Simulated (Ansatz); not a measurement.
**InAs (F-43m): converging the G0W0 gap**

Wanted: a G0W0 gap for InAs (F-43m) that is converged in bands and cutoff, or an estimate of the limit.

Main program and level: Ansatz 0.2.0; G0W0 on r2SCAN, plane waves, PAW.

Report form: the programs' logs are mostly left out.

The database entry behind the starting cell differs from later determinations by our own check (about 0.4 % short), so it need not match the best structure at ambient conditions.

### Step 1. Starting point

The structure is cubic, space group F-43m (No. 216). Conventional cell: a = 6.036 Å, b = 6.036 Å, c = 6.036 Å, α = 90.00°, β = 90.00°, γ = 90.00°. In has 4 As at 2.61 Å nearest. Nearest to As lie 4 In at 2.61 Å. Farther neighbours are not listed.

Structure file:

```cif
data_structure
_symmetry_space_group_name_H-M 'F-43m'
_symmetry_Int_Tables_number 216
_cell_length_a 6.0360
_cell_length_b 6.0360
_cell_length_c 6.0360
_cell_angle_alpha 90.000
_cell_angle_beta 90.000
_cell_angle_gamma 90.000
_cell_volume 219.91
loop_
_atom_site_label
_atom_site_type_symbol
_atom_site_symmetry_multiplicity
_atom_site_Wyckoff_symbol
_atom_site_fract_x
_atom_site_fract_y
_atom_site_fract_z
_atom_site_occupancy
In1 In 4 a 0.00000 0.00000 0.00000 1
As1 As 4 d 0.25000 0.25000 0.75000 1
```

The cell and positions come from the Crystallography Open Database and are kept as given unless a step says otherwise.

### Step 2. 229 empty bands, screening to 150 eV

Now the one-shot GW correction: screening in the RPA, then the self-energy of the levels asked for. This step takes hard PAW files.

Input file input.yaml:

```yaml
crystal:
  lattice:
    - [0.0, 3.018, 3.018]
    - [3.018, 0.0, 3.018]
    - [3.018, 3.018, 0.0]
  atoms:
    - { symbol: In, position: [0.0, 0.0, 0.0] }
    - { symbol: As, position: [0.25, 0.25, 0.25] }
kpoints:
  mp_grid: { grid: [8, 8, 8] }
hamiltonian:
  xc: r2scan
  pseudopotentials: { kind: paw, source: ansatz }
scf:
  occupations: { method: fixed }
gw:
  n_empty_bands: 229
  ecut_chi: 150
  qp_bands: [v2, c2]
  qp_kpoints: band_edges
  screening: { model: contour_deformation }
```

On the command line:

```sh
$ ansatz run input.yaml --threads 3 --pin off --max-ram 92160MiB --backend cuda --events-out ev --progress --plain --runs-dir out --devices 1 --max-vram 13GiB
```

Wall time 2 min (1 × NVIDIA H100 80GB HBM3 (shared by 6 runs) with 3 threads of AMD EPYC 7R13 (Zen 3), shared host); peak memory 2.2 GiB; 3.3 min of CPU time.

This step gave:

```
bands summed                                 : 247
RPA ε∞ on this mesh (eigenvalues)            : 77.05, 77.05, 77.05
plane waves in the screening matrix          : 259
q-points in the mesh                         : 512
G0W0 gap on the mesh                         : 0.5137 eV
k of the valence top                         : 0, 0, 0
k of the conduction bottom                   : 0, 0, 0
starting gap on the mesh                     : 0.2817 eV
Z at the valence top                         : 0.7358
Z at the conduction bottom                   : 0.7554
least direct G0W0 gap on the computed points : 0.5137 eV
```

The gap on the mesh goes from 0.28 eV to 0.51 eV, a correction of +0.23 eV. Between the two edge states, bare exchange in place of the xc potential would open the gap by 4.42 eV, and correlation takes back 4.19 eV.

### Step 3. 493 empty bands, screening to 250 eV

Bands and screening cutoff are moved together, since each hides the error of the other.

input.yaml, as its differences from that of step 2:

```diff
@@ -16,4 +16,4 @@
 gw:
-  n_empty_bands: 229
-  ecut_chi: 150
+  n_empty_bands: 493
+  ecut_chi: 250
   qp_bands: [v2, c2]
```

Elapsed: 5.9 min, on 1 × NVIDIA H100 80GB HBM3 (shared by 6 runs) with 3 threads; peak memory 4 GiB; 11 min of CPU time.

This step gave:

| Item | Value |
| --- | --- |
| bands summed | 511 |
| RPA ε∞ on this mesh (eigenvalues) | 77.06, 77.06, 77.06 |
| plane waves in the screening matrix | 531 |
| q-points in the mesh | 512 |
| G0W0 gap on the mesh | 0.4777 eV |
| k of the valence top | 0, 0, 0 |
| k of the conduction bottom | 0, 0, 0 |
| starting gap on the mesh | 0.2817 eV |
| Z at the valence top | 0.7356 |
| Z at the conduction bottom | 0.7552 |
| least direct G0W0 gap on the computed points | 0.4777 eV |

Against the run with 8×8×8 mesh, 229 empty bands, screening to 150 eV, hard PAW files, the gap moves by −0.04 eV.

### Step 4. Changing the k mesh: 10×10×10 mesh, 229 empty bands, screening to 150 eV, hard PAW files

A second mesh at equal bands and cutoff isolates the sampling error. Bands and cutoff differ from the step before, so it is read against an earlier run that matches them.

input.yaml, as its differences from that of step 3:

```diff
@@ -9,3 +9,3 @@
 kpoints:
-  mp_grid: { grid: [8, 8, 8] }
+  mp_grid: { grid: [10, 10, 10] }
 hamiltonian:
@@ -16,4 +16,4 @@
 gw:
-  n_empty_bands: 493
-  ecut_chi: 250
+  n_empty_bands: 229
+  ecut_chi: 150
   qp_bands: [v2, c2]
```

Elapsed: 4.2 min, on 1 × NVIDIA H100 80GB HBM3 (shared by 6 runs) with 3 threads; peak memory 2.8 GiB; 8.2 min of CPU time.

This step gave:

- bands summed: 247
- RPA ε∞ on this mesh (eigenvalues): 44.52, 44.52, 44.52
- plane waves in the screening matrix: 259
- G0W0 gap on the mesh: 0.5200 eV
- k of the valence top: 0, 0, 0
- k of the conduction bottom: 0, 0, 0
- starting gap on the mesh: 0.2821 eV
- least direct G0W0 gap on the computed points: 0.5200 eV

Against the run with 8×8×8 mesh, 229 empty bands, screening to 150 eV, hard PAW files, the gap moves by +0.006 eV.

### Step 5. The runs together

Times are wall times on 1 × NVIDIA H100 80GB HBM3 (shared by 6 runs) with 3 threads of AMD EPYC 7R13 (Zen 3), shared host, good to a factor of about two.

| mesh | files | frequency | bands summed | cutoff (eV) | start (eV) | G0W0 (eV) | time | host memory (GiB) |
| --- | --- | --- | --- | --- | --- | --- | --- | --- |
| 8×8×8 | hard PAW | contour deformation | 247 | 150 | 0.282 | 0.514 | 2 min | 2.2 |
| 8×8×8 | hard PAW | contour deformation | 511 | 250 | 0.282 | 0.478 | 5.9 min | 4.0 |
| 10×10×10 | hard PAW | contour deformation | 247 | 150 | 0.282 | 0.520 | 4.2 min | 2.8 |

The parts of the quasiparticle energy at the two band edges (eV; QP = start + Σx + Σc − Vxc):

| run | edge | start | Σx | Σc | Vxc | Z | QP |
| --- | --- | --- | --- | --- | --- | --- | --- |
| 247 bands | valence top | 8.59 | -16.51 | 0.87 | -15.36 | 0.74 | 8.30 |
| 247 bands | conduction bottom | 8.87 | -11.26 | -3.32 | -14.53 | 0.76 | 8.82 |
| 511 bands | valence top | 8.59 | -16.51 | 0.78 | -15.36 | 0.74 | 8.21 |
| 511 bands | conduction bottom | 8.87 | -11.26 | -3.45 | -14.53 | 0.76 | 8.69 |

### Step 6. Summary of results

```
247 bands, 150 eV                   : 0.514 eV
511 bands, 250 eV                   : 0.478 eV
estimated limit in bands and cutoff : 0.44 eV
mesh and start                      : 8×8×8, r2SCAN
```

**Reading.** A line in one over the bands through the two rungs gives 0.44 eV, −0.03 eV from the top rung; with two points alone it is an unchecked estimate. The rungs stand 0.07 eV (247 bands) and 0.03 eV (511 bands) from it. From 247 to 511 bands the gap moves by −0.04 eV while the time grows 3.0-fold. Σc changes by −0.09 eV at the valence top and −0.13 eV at the conduction bottom, so the levels themselves move more than the gap between them. On the 10×10×10 mesh in place of 8×8×8 the gap differs by +0.01 eV, of which +0.0004 eV is already in the start. Gaps are over the mesh's points; an edge off the mesh would be missed. The RPA ε∞ on this mesh reaches over 25; with a narrow direct gap a coarse mesh can overstate it, and the correction is then too small. The many-body steps are scalar-relativistic: spin-orbit coupling is not in them.

[Paths, hosts, dates, memory and timing lines, banners, echoed tables and standing remarks are left out of the program output.]

[Logs are printed without paths, hosts, clocks, repeated set-up lines and the standing remarks that a program may print on its own settings, such as how far it seeks lower states.]

[Runs of the session that timed out or met a known fault of the program may be left out.]

[Cells called generated may have been cut or substituted from an entry of the Crystallography Open Database or the Materials Project.]

[Hosts, paths, dates, database ids (printed as entryN), source tags and the programs' standing remarks are cut or masked in the printed files.]
